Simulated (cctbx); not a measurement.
# Diagnosing a refinement

Cell a = 9.6480 Å, b = 3.9890 Å, c = 8.7190 Å, α = 90.00°, β = 90.00°, γ = 90.00°; space group Pmma (no. 51). The compound is ZnCuSBr.

The data are simulated with cctbx, not measured: Ga Kα, λ = 1.3414 Å, to d = 0.83 Å, 80 % of the full sphere, strongest reflection 20000 counts, noise from counting, a 6 % proportional error and a noise floor of 2 counts (s.d.); no absorption.

An anisotropic refinement with weights 1/σ² prints:

```text
Rint 0.049, 381 unique reflections to 0.83 A
cycle     R1     wR2    GooF  max shift (A)
   1  0.3936  0.7344  17.700   0.04591
   3  0.3176  0.6055  14.594   0.00011
final R1 0.3175 wR2 0.6055 GooF 14.594  parameters 22  data/parameter 17.3
atom        x        y        z      Ueq    occ   su(xyz)  su(Uiso or U11)
Br1    0.75000  0.00000  0.98409   0.0104  1.000  0.00135  0.0053
Br2    0.75000  0.00000  0.54508   0.0062  1.000  0.00111  0.0053
Zn1    0.50000  0.50000  0.50000   0.0046  1.000  0.00000  0.0074  NPD
Zn2    0.75000  0.50000  0.21169   0.0073  1.000  0.00142  0.0076
Cu1    0.90613  0.00000  0.77961   0.0020  1.000  0.00115  0.0067  NPD
difference map: max 57.62 min -6.49 rms 3.71
Q1    0.9935  0.5000  0.2396    4   59.10  2.22 A from Cu1
Q2    0.2500  0.0000  0.0094    2   50.46  0.06 A from Br1
Q3    0.2500  0.0000  0.4740    2   45.33  0.17 A from Br2
Q4    0.2500  0.5000  0.7679    2   28.67  0.18 A from Zn2
Q5    0.0000  0.5000  0.5000    2   25.25  0.00 A from Zn1
Q6    0.1012  0.0000  0.2365    4   22.63  0.16 A from Cu1
```

Q: Accept it or mend it, and why?

Mend it. The fault: an atom left out, S at (0.9930, 1/2, 0.2379). Against the right model at the same level, R1 goes from 0.0156 to 0.3175 and GooF from 0.92 to 14.59, the top difference peak, 59.1 e/Å³, lies 2.22 Å from Cu1 and Zn1 and Cu1 go non-positive-definite. Q1 is the missing atom. With scattering power missing, scale and phases suffer, so peaks may also grow on the heavy atoms.

The compound is ZnCuSBr. The right model at the same level gives:

```text
Rint 0.049, 381 unique reflections to 0.83 A
cycle     R1     wR2    GooF  max shift (A)
   1  0.0204  0.0502   1.220   0.00127
   2  0.0156  0.0377   0.915   0.00000
final R1 0.0156 wR2 0.0377 GooF 0.915  parameters 28  data/parameter 13.6
atom        x        y        z      Ueq    occ   su(xyz)  su(Uiso or U11)
Br1    0.75000  0.00000  0.98672   0.0101  1.000  0.00005  0.0003
Br2    0.75000  0.00000  0.54022   0.0115  1.000  0.00006  0.0003
Zn1    0.50000  0.50000  0.50000   0.0144  1.000  0.00000  0.0004
Zn2    0.75000  0.50000  0.21706   0.0151  1.000  0.00009  0.0004
Cu1    0.90363  0.00000  0.77660   0.0140  1.000  0.00006  0.0003
S1     0.99313  0.50000  0.23785   0.0153  1.000  0.00011  0.0005
difference map: max 0.41 min -0.47 rms 0.12
Q1    0.2500  0.2236  0.0018    4    0.43  0.90 A from Br1
Q2    0.1607  0.0000  0.0116    4    0.42  0.86 A from Br1
Q3    0.1850  0.0000  0.2418    4    0.40  0.87 A from Cu1
Q4    0.2034  0.5000  0.9946    4    0.37  1.90 A from Zn2
Q5    0.0830  0.5000  0.0049    4    0.35  2.21 A from S1
Q6    0.0606  0.1938  0.2436    8    0.34  0.86 A from Cu1
```

Isotropic U is held between 0.0001 and 1 Å² by the program, and listed peak heights are interpolated, so they can pass the grid's maximum.

This is a model crystal, built by substitution and not relaxed, with assumed displacement parameters.

[Middle refinement cycles are left out of these outputs.]

[Logs are printed without paths, hosts, clocks, repeated set-up lines and the standing remarks that a program may print on its own settings, such as how far it seeks lower states.]
